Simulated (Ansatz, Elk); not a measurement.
## How far do independent atoms describe LuHg3?

Structure refinements treat a crystal as free atoms side by side. For a made-up structure of LuHg3 (cell and positions from a PBE relaxation) the runs below show what the calculated density changes in F(hkl).

Calculated with Elk 11.2.3 (patched build); DFT, PBE, all-electron APW+lo, Dirac cores, scalar-relativistic bands, static density, no spin.

The structure was built from a prototype and need not be the compound's stable phase.

## Step 1: The starting structure

The structure is cubic, space group Fm-3m (No. 225). The conventional cell has a = 7.204 Å, b = 7.204 Å, c = 7.204 Å, α = 90.00°, β = 90.00°, γ = 90.00°. Hg has 4 Lu at 3.12 Å and 4 Hg at 3.12 Å nearest. Nearest to Hg lie 8 Hg at 3.12 Å. Nearest to Lu lie 8 Hg at 3.12 Å. Farther neighbours are not listed.

Coordinates:

```cif
data_structure
_symmetry_space_group_name_H-M 'P 1'
_symmetry_Int_Tables_number 1
_cell_length_a 5.0937
_cell_length_b 5.0937
_cell_length_c 5.0937
_cell_angle_alpha 60.000
_cell_angle_beta 60.000
_cell_angle_gamma 60.000
_cell_volume 93.45
loop_
_atom_site_label
_atom_site_type_symbol
_atom_site_fract_x
_atom_site_fract_y
_atom_site_fract_z
_atom_site_occupancy
Hg1 Hg 0.75000 0.75000 0.75000 1
Hg2 Hg 0.50000 0.50000 0.50000 1
Hg3 Hg 0.25000 0.25000 0.25000 1
Lu4 Lu 0.00000 0.00000 0.00000 1
```

## Step 2: Ground state and structure factors

An all-electron density is needed, since X-rays see the cores too. Task 0 finds the density and task 195 Fourier-transforms it; tshift is off so that phases refer to the origin typed.

The input, elk.in:

```
tasks
  0
  195

xctype
  20

spinpol
  .false.

rgkmax
  7.0

gmaxvr
  14.0

lmaxo
  7

lmaxapw
  8

swidth
  0.002

tshift
  .false.

ramdisk
  .false.

hmaxvr
  5.5

maxscl
  120

epspot
  1e-06

sppath
  './'

avec
  -0.00000000000 6.80644046081 6.80644046081
  6.80644046081 -0.00000000000 6.80644046081
  6.80644046081 6.80644046081 -0.00000000000

atoms
  2
  'Hg.in'
  3
  0.7500000000 0.7500000000 0.7500000000   0.000000 0.000000 0.000000
  0.5000000000 0.5000000000 0.5000000000   0.000000 0.000000 0.000000
  0.2500000000 0.2500000000 0.2500000000   0.000000 0.000000 0.000000
  'Lu.in'
  1
  -0.0000000000 0.0000000000 0.0000000000   0.000000 0.000000 0.000000

ngridk
  6 6 6
```

Run with:

```bash
> OMP_NUM_THREADS=4 elk
```

Numbers of over 12 decimals in the logs are rounded to 6 here.

Log:

```text
┌─────────────────────────┐
│ Elk code version 11.2.3 │
└─────────────────────────┘

All units are atomic (Hartree, Bohr, etc.)

┌─────────────────────────────────────────────────┐
│ Ground-state run starting from atomic densities │
└─────────────────────────────────────────────────┘

Lattice vectors :
  -0.000000000       6.806440461       6.806440461
   6.806440461      -0.000000000       6.806440461
   6.806440461       6.806440461      -0.000000000

Reciprocal lattice vectors :
 -0.4615617622      0.4615617622      0.4615617622
  0.4615617622     -0.4615617622      0.4615617622
  0.4615617622      0.4615617622     -0.4615617622

Unit cell volume      :    630.6525343
Brillouin zone volume :   0.3933231057

Muffin-tin inner radius fraction :   0.1000000000E-01

Nuclei treated as point charges

Species : 1 (Hg)
 parameters loaded from : Hg.in
 name : mercury
 nuclear charge    :   -80.00000000
 electronic charge :    80.00000000
 atomic mass :    365653.2015
 muffin-tin radius :    2.800000000
 number of radial points in muffin-tin :   1393
 inner part over the whole radius :   0.9911313582E-02
 number on inner part of muffin-tin    :   1000
 approximate nuclear radius :   0.1038385165E-03
 number of mesh points to nuclear radius :    524
 atomic positions (lattice), magnetic fields (Cartesian) :
  1 :  -0.25000000 -0.25000000 -0.25000000    0.00000000  0.00000000  0.00000000
  2 :   0.50000000  0.50000000  0.50000000    0.00000000  0.00000000  0.00000000
  3 :   0.25000000  0.25000000  0.25000000    0.00000000  0.00000000  0.00000000

Species : 2 (Lu)
 parameters loaded from : Lu.in
 name : lutetium
 nuclear charge    :   -71.00000000
 electronic charge :    71.00000000
 atomic mass :    318945.3298
 muffin-tin radius :    2.800000000
 number of radial points in muffin-tin :   1393
 inner part over the whole radius :   0.9962478555E-02
 number on inner part of muffin-tin    :    999
 approximate nuclear radius :   0.9954169502E-04
 number of mesh points to nuclear radius :    517
 atomic positions (lattice), magnetic fields (Cartesian) :
  1 :   0.00000000  0.00000000  0.00000000    0.00000000  0.00000000  0.00000000

Total number of atoms per unit cell :    4
Total muffin-tin volume :    367.8092903
 ratio of muffin-tin to unit cell volume :   0.5832201890

Spin treatment :
 spin-unpolarised

Number of Bravais lattice symmetries :   48
Number of crystal symmetries         :   48
Crystal has inversion symmetry
Real symmetric eigensolver will be used

k-point grid :      6     6     6
k-point offset :    0.000000000       0.000000000       0.000000000
k-point set is reduced with full crystal symmetry group
Total number of k-points :       16

Muffin-tin radius times maximum |G+k| :    7.000000000
 using average radius
Maximum |G+k| for APW functions       :    2.500000000
Maximum (1/2)|G+k|²                   :    3.125000000
Maximum |G| for potential and density :    14.00000000
Constant for pseudocharge density :   10
 order of it for each species :   17  17
 order of it for pair densities of each species (exact exchange by exxq0 0: 18) :   10  10
Radial integration step length :    1

G-vector grid sizes :     45    45    45
Number of G-vectors :    29363

Maximum angular momentum used for
 APW functions            :    8
 outer part of muffin-tin :    7
 inner part of muffin-tin :    2

Total nuclear charge    :   -311.0000000
Total core charge       :    232.0000000
Total valence charge    :    79.00000000
Total excess charge     :    0.000000000
Total electronic charge :    311.0000000

Effective Wigner radius, rₛ :   0.7852001653

Number of empty states         :     16
Total number of valence states :     56
Total number of core states    :    232

Third-order local-orbitals added for an l without core states : T
Total number of local-orbitals :     85

Exchange-correlation functional :     20     0     0
 Perdew-Burke-Ernzerhof, Phys. Rev. Lett. 77, 3865 (1996)
 gradient requirement :    1
[...]
xc potential                :     -1854.8508514255
 exchange                    :     -1403.7063026555
 correlation                 :     -19.010050803054
 electron entropic           :    -0.56094201091529E-03
 total energy                :     -73568.169523192

Density of states at Fermi energy :    40.88230244
 (states/Hartree/unit cell)

Estimated indirect band gap :   0.3401072558E-02
 from k-point 6 to k-point 16
Estimated direct band gap   :   0.2444566372E-01
 at k-point 8

Charges :
 core                        :    232.0000000
 valence                     :    79.00000000
 interstitial                :    5.225079825
 muffin-tins (core leakage)
  species : 1 (Hg)
   atom 1                    :    78.93326440     (  0.7576962985E-04)
   atom 2                    :    78.83158514     (  0.7512658193E-04)
[...]
species : 2 (Lu)
[...]
total in muffin-tins        :    305.7749202
 total calculated charge     :    310.9993531
 total charge                :    311.0000000
 error                       :   0.6469132124E-03

RMS change in Kohn-Sham potential (target) :   0.1788490875     (  0.1000000000E-05)
Absolute change in total energy (target)   :   0.8430776460     (  0.1000000000E-03)

[... loops 3 to 14 left out ...]

┌──────────────────┐
│ Loop number : 15 │
└──────────────────┘

Energies :
 Fermi                       :     0.241086
 sum of occupied eigenvalues :     -45268.937023575
 electron kinetic            :      84324.134615687
 core electron kinetic       :      83214.558813678
 Coulomb                     :     -156467.27065471
 Coulomb potential           :     -127730.20584360
 nuclear-nuclear             :     -6472.5143459185
 electron-nuclear            :     -172400.21368388
 Hartree                     :      22405.457375080
 Madelung                    :     -92602.167732911
 xc potential                :     -1862.8657956573
 exchange                    :     -1404.5036472009
 correlation                 :     -19.016171734395
 electron entropic           :    -0.47192057160933E-03
 total energy                :     -73566.656329883

Density of states at Fermi energy :    33.35954775
 (states/Hartree/unit cell)

Estimated indirect band gap :   0.4716795072E-02
 from k-point 6 to k-point 16
Estimated direct band gap   :   0.2177730016E-01
 at k-point 8

Charges :
 core                        :    232.0000000
 valence                     :    79.00000000
 interstitial                :    4.907536966
 muffin-tins (core leakage)
  species : 1 (Hg)
[...]
species : 2 (Lu)
[...]
total in muffin-tins        :    306.0924630
 total calculated charge     :    310.9993685
 total charge                :    311.0000000
 error                       :   0.6315336964E-03

RMS change in Kohn-Sham potential (target) :   0.2009950417E-06 (  0.1000000000E-05)
Absolute change in total energy (target)   :   0.5334748130E-04 (  0.1000000000E-03)

Convergence targets achieved

┌──────────────────┐
│ Loop number : 16 │
└──────────────────┘

Energies :
 Fermi                       :     0.241086
 sum of occupied eigenvalues :     -45268.937009781
 electron kinetic            :      84324.134623346
 core electron kinetic       :      83214.558812822
 Coulomb                     :     -156467.27064309
 Coulomb potential           :     -127730.20583567
 nuclear-nuclear             :     -6472.5143459185
 electron-nuclear            :     -172400.21367017
 Hartree                     :      22405.457372999
 Madelung                    :     -92602.167725252
 xc potential                :     -1862.8657974552
 exchange                    :     -1404.5036470556
 correlation                 :     -19.016171708903
 electron entropic           :    -0.47192041857060E-03
 total energy                :     -73566.656310427

Density of states at Fermi energy :    33.35953656
 (states/Hartree/unit cell)

Estimated indirect band gap :   0.4716797405E-02
 from k-point 6 to k-point 16
Estimated direct band gap   :   0.2177729591E-01
 at k-point 8

Charges :
 core                        :    232.0000000
 valence                     :    79.00000000
 interstitial                :    4.907536301
 muffin-tins (core leakage)
  species : 1 (Hg)
[...]
atom 2                    :    78.94875747     (  0.7040878142E-04)
   atom 3                    :    79.03824882     (  0.7061877623E-04)
  species : 2 (Lu)
   atom 1                    :    69.06720859     (  0.3143900500E-06)
 total in muffin-tins        :    306.0924637
 total calculated charge     :    310.9993685
 total charge                :    311.0000000
 error                       :   0.6315337520E-03

┌──────────────────────────────┐
│ Self-consistent loop stopped │
└──────────────────────────────┘

Wrote STATE.OUT
```

Wall time 26 s (4 threads of Arm Neoverse V2, shared host); peak memory 0.2 GiB; 63 s of CPU time.

SFACRHO.OUT:

```text

h k l indices transformed by vhmat matrix:
   1.000000000       0.000000000       0.000000000    
   0.000000000       1.000000000       0.000000000    
   0.000000000       0.000000000       1.000000000    

      h      k      l  multipl.   |H|            Re(F)            Im(F)           |F|

      0      0      0      1   0.0000000       311.00000      0.27548445E-16   311.00000    
      1      1      1      8  0.79944842      -9.0587398      0.15750800E-12   9.0587398    
      0     -1     -1      6  0.92312352      -8.8845544      0.81857046E-13   8.8845544    
      1      2      1     12   1.3054938       264.83818     -0.27540936E-12   264.83818    
      0     -1     -2     24   1.5308272      -7.5693490     -0.14004371E-12   7.5693490    
     -2      0      0      8   1.5988968      -7.3430189      0.73597813E-13   7.3430189    
      2      2      0      6   1.8462470       239.97444     -0.14041536E-12   239.97444    
     -3     -1     -1     24   2.0119011      -6.8452571     -0.25379138E-12   6.8452571    
     -1      1      2     24   2.0641670      -6.8328449     -0.67347275E-13   6.8328449    
      2      3      3     24   2.2611816       222.37590     -0.25979145E-12   222.37590    
      3      1      3     24   2.3983453      -6.6676988      0.43753796E-13   6.6676988    
      0      0      3      8   2.3983453      -6.7061812      0.12245405E-12   6.7061812    
      0     -2      2     12   2.6109876       208.62658      0.27646344E-13   208.62658    
     -4     -1     -2     48   2.7306362      -6.5165910     -0.23629357E-12   6.5165910    
     -1      3      0     24   2.7693706      -6.4786827     -0.10561845E-12   6.4786827    
      3      3      0      6   2.7693706      -6.5241350     -0.22409191E-12   6.5241350    
     -4     -1     -3     24   2.9191729       197.44604      0.23089264E-12   197.44604    
      4      1      0     24   3.0266629      -6.3858373      0.12252325E-12   6.3858373
```

Elk indexes on the primitive cell of elk.in and gives |H| = 4π sin θ/λ in inverse bohr. Below, one row stands for each form hkl of the conventional cell (m members, Friedel mates merged), F is for one primitive cell and the density is static (no thermal factor). Free-atom factors are Waasmaier and Kirfel's, and R is Σm||F|−|F'||/Σm|F|.

```tsv
hkl	m	sin θ/λ (Å⁻¹)	abs F, DFT	neutral atoms	diff.
111	8	0.120	9.059	9.120	-0.061
200	6	0.139	8.885	8.907	-0.023
220	12	0.196	264.838	265.412	-0.574
311	24	0.230	7.569	7.521	+0.048
222	8	0.240	7.343	7.399	-0.056
400	6	0.278	239.974	240.449	-0.475
331	24	0.302	6.845	6.877	-0.032
420	24	0.310	6.833	6.832	+0.001
422	24	0.340	222.376	222.628	-0.252
511	24	0.361	6.668	6.597	+0.070
333	8	0.361	6.706	6.597	+0.109
440	12	0.393	208.627	208.741	-0.114
531	48	0.411	6.517	6.416	+0.101
442	24	0.416	6.479	6.397	+0.082
600	6	0.416	6.524	6.397	+0.127
620	24	0.439	197.446	197.476	-0.030
533	24	0.455	6.386	6.280	+0.105
622	24	0.460	6.407	6.266	+0.140
444	8	0.481	188.118	188.098	+0.020
711	24	0.496	6.318	6.181	+0.136
551	24	0.496	6.311	6.181	+0.130
640	24	0.500	6.315	6.171	+0.143
```

## Step 3: The highest occupied states alone

An energy window below the Fermi level keeps the highest occupied states, to see at which angles they scatter; shallow core shells can lie inside it and anion s states outside. No new self-consistency is needed.

Changes to elk.in since step 2:

```diff
@@ -1,3 +1,2 @@
 tasks
-  0
   195
@@ -40,2 +39,5 @@
 
+wsfac
+  -0.199910 0.541090
+
 sppath
```

Run with:

```bash
> OMP_NUM_THREADS=4 elk
```

Log:

```text
┌─────────────────────────────────┐
│ Elk code version 11.2.3 started │
└─────────────────────────────────┘

Info(readinput): the functional depends on the density's gradient
 muffin-tin radial points multiplied by    2.00000
 (not where nrmtscf is given)

┌────────────────────┐
│ Current task : 195 │
└────────────────────┘

Info(sfacrho): density structure factors written to SFACRHO.OUT

 Energy window :  -0.1999100000      0.5410900000

┌──────────────────┐
│ Elk code stopped │
└──────────────────┘
```

The job ended after 11 s (4 threads; peak memory 0.16 GiB; 16 s of CPU time).

States within 12 eV below the Fermi level hold 53.00 electrons; any levels below the window count with the cores. Their amplitudes can exceed the total, where window and core parts have opposite phase:

```tsv
hkl	sin θ/λ (Å⁻¹)	abs F, window	abs F, all
111	0.120	5.410	9.059
200	0.139	5.695	8.885
220	0.196	26.019	264.838
311	0.230	7.298	7.569
222	0.240	7.515	7.343
400	0.278	16.495	239.974
331	0.302	7.739	6.845
420	0.310	7.694	6.833
422	0.340	11.533	222.376
511	0.361	7.340	6.668
```

## Step 4: Another functional

The difference from free atoms is small, so it is set against the change that LDA (Perdew-Wang) makes.

Changes to elk.in since step 3:

```diff
@@ -1,2 +1,3 @@
 tasks
+  0
   195
@@ -4,3 +5,3 @@
 xctype
-  20
+  3
 
@@ -39,5 +40,2 @@
 
-wsfac
-  -0.199910 0.541090
-
 sppath
```

Run with:

```bash
> OMP_NUM_THREADS=4 elk
```

Log:

```text
┌─────────────────────────┐
│ Elk code version 11.2.3 │
└─────────────────────────┘

All units are atomic (Hartree, Bohr, etc.)

┌─────────────────────────────────────────────────┐
│ Ground-state run starting from atomic densities │
└─────────────────────────────────────────────────┘

Lattice vectors :
  -0.000000000       6.806440461       6.806440461
   6.806440461      -0.000000000       6.806440461
   6.806440461       6.806440461      -0.000000000

Reciprocal lattice vectors :
 -0.4615617622      0.4615617622      0.4615617622
[...]
valence                     :    79.00000000
 interstitial                :    4.868556023
 muffin-tins (core leakage)
  species : 1 (Hg)
[...]
atom 3                    :    79.04295299     (  0.6386574738E-04)
  species : 2 (Lu)
   atom 1                    :    69.08701695     ( -0.4407395195E-05)
 total in muffin-tins        :    306.1314440
 total calculated charge     :    310.9993681
 total charge                :    311.0000000
 error                       :   0.6318891074E-03

┌──────────────────────────────┐
│ Self-consistent loop stopped │
└──────────────────────────────┘

Wrote STATE.OUT
[key lines of the parts left out:]
total energy                :     -73525.535709391
```

The job ended after 15 s (4 threads; peak memory 0.16 GiB; 37 s of CPU time).

Against the first run R = 0.01 %; the largest change is -0.051 at 400.

## Step 5: A coarser k-mesh

About half the k-points along each axis test the sampling.

Changes to elk.in since step 4:

```diff
@@ -5,3 +5,3 @@
 xctype
-  3
+  20
 
@@ -60,2 +60,2 @@
 ngridk
-  6 6 6
+  3 3 3
```

Run with:

```bash
> OMP_NUM_THREADS=4 elk
```

Log:

```text
┌─────────────────────────┐
│ Elk code version 11.2.3 │
└─────────────────────────┘

All units are atomic (Hartree, Bohr, etc.)

┌─────────────────────────────────────────────────┐
│ Ground-state run starting from atomic densities │
└─────────────────────────────────────────────────┘

Lattice vectors :
  -0.000000000       6.806440461       6.806440461
   6.806440461      -0.000000000       6.806440461
   6.806440461       6.806440461      -0.000000000

Reciprocal lattice vectors :
 -0.4615617622      0.4615617622      0.4615617622
[...]
valence                     :    79.00000000
 interstitial                :    4.883388120
 muffin-tins (core leakage)
  species : 1 (Hg)
[...]
atom 3                    :    79.05782241     (  0.7066573169E-04)
  species : 2 (Lu)
   atom 1                    :    69.03531992     (  0.3136116220E-06)
 total in muffin-tins        :    306.1166119
 total calculated charge     :    310.9991524
 total charge                :    311.0000000
 error                       :   0.8475845420E-03

┌──────────────────────────────┐
│ Self-consistent loop stopped │
└──────────────────────────────┘

Wrote STATE.OUT
[key lines of the parts left out:]
total energy                :     -73566.647950566
```

The job ended after 19 s (4 threads; peak memory 0.21 GiB).

Against the first run R = 0.01 %; the largest change is +0.027 at 111.

## Step 6: Basis size

A smaller basis shows how fast F responds to it; the change is likely larger than the basis error of the first run, but doesn't show convergence.

Changes to elk.in since step 5:

```diff
@@ -11,3 +11,3 @@
 rgkmax
-  7.0
+  5.5
 
@@ -60,2 +60,2 @@
 ngridk
-  3 3 3
+  6 6 6
```

Run with:

```bash
> OMP_NUM_THREADS=4 elk
```

Log:

```text
┌─────────────────────────┐
│ Elk code version 11.2.3 │
└─────────────────────────┘

All units are atomic (Hartree, Bohr, etc.)

┌─────────────────────────────────────────────────┐
│ Ground-state run starting from atomic densities │
└─────────────────────────────────────────────────┘

Lattice vectors :
  -0.000000000       6.806440461       6.806440461
   6.806440461      -0.000000000       6.806440461
   6.806440461       6.806440461      -0.000000000

Reciprocal lattice vectors :
 -0.4615617622      0.4615617622      0.4615617622
[...]
valence                     :    79.00000000
 interstitial                :    5.135067451
 muffin-tins (core leakage)
  species : 1 (Hg)
[...]
atom 3                    :    78.97961675     (  0.7081986899E-04)
  species : 2 (Lu)
   atom 1                    :    69.01392109     (  0.3219852189E-06)
 total in muffin-tins        :    305.8649325
 total calculated charge     :    310.9994634
 total charge                :    311.0000000
 error                       :   0.5365755923E-03

┌──────────────────────────────┐
│ Self-consistent loop stopped │
└──────────────────────────────┘

Wrote STATE.OUT
[key lines of the parts left out:]
total energy                :     -73566.426519053
```

Elapsed: 24 s, on 4 threads; peak memory 0.2 GiB; 59 s of CPU time.

Against the first run R = 0.02 %; the largest change is +0.141 at 400.

## Step 7: Settings against the effect

```tsv
run	R against the first run (%)	R against neutral atoms, low angle (%)	wall time
PBE, rgkmax 7	0.00	0.24	26 s
LDA (Perdew-Wang)	0.01	0.25	15 s
k-mesh 3×3×3	0.01	0.23	19 s
rgkmax 5.5	0.02	0.23	24 s
```

## Step 8: What came out

* R against neutral atoms, sin θ/λ < 0.3 Å⁻¹: 0.24 %
* R against neutral atoms, 0.3 to 0.82 Å⁻¹: 0.25 %

In words: Independent neutral atoms miss the calculated amplitudes by R = 0.24 % below 0.3 Å⁻¹ and 0.25 % from there to 0.82 Å⁻¹; by shells, 0.50 % below 0.15 Å⁻¹ (2 forms), 0.23 % 0.15 to 0.3 (4 forms), 0.14 % 0.3 to 0.45 (10 forms), 0.27 % above 0.45 (53 forms). Bonding, aspherical density and the tables' own atoms all enter these figures, and the runs don't part them. The largest change of an amplitude is -0.57 electrons, at 220. The window's part falls from 53.0 electrons at the origin to at most 6.21 between 0.45 and 0.82 Å⁻¹, where compact states inside the window still scatter. Below 0.3 Å⁻¹ the changes that finished (LDA (Perdew-Wang), k-mesh 3×3×3 and rgkmax 5.5) move F by R = 0.03 % at most, against the 0.24 % that separates it from free atoms. Spin-orbit coupling is left out, which can matter for elements this heavy. Part of the difference isn't bonding: the tables are fits to free atoms and ions calculated by other methods than this functional. Thermal motion, anomalous dispersion and extinction are left out.

[Logs are printed without paths, hosts, clocks, repeated set-up lines and the standing remarks that a program may print on its own settings, such as how far it seeks lower states.]

[Hosts, paths, dates, database ids (printed as entryN), source tags and the programs' standing remarks are cut or masked in the printed files.]
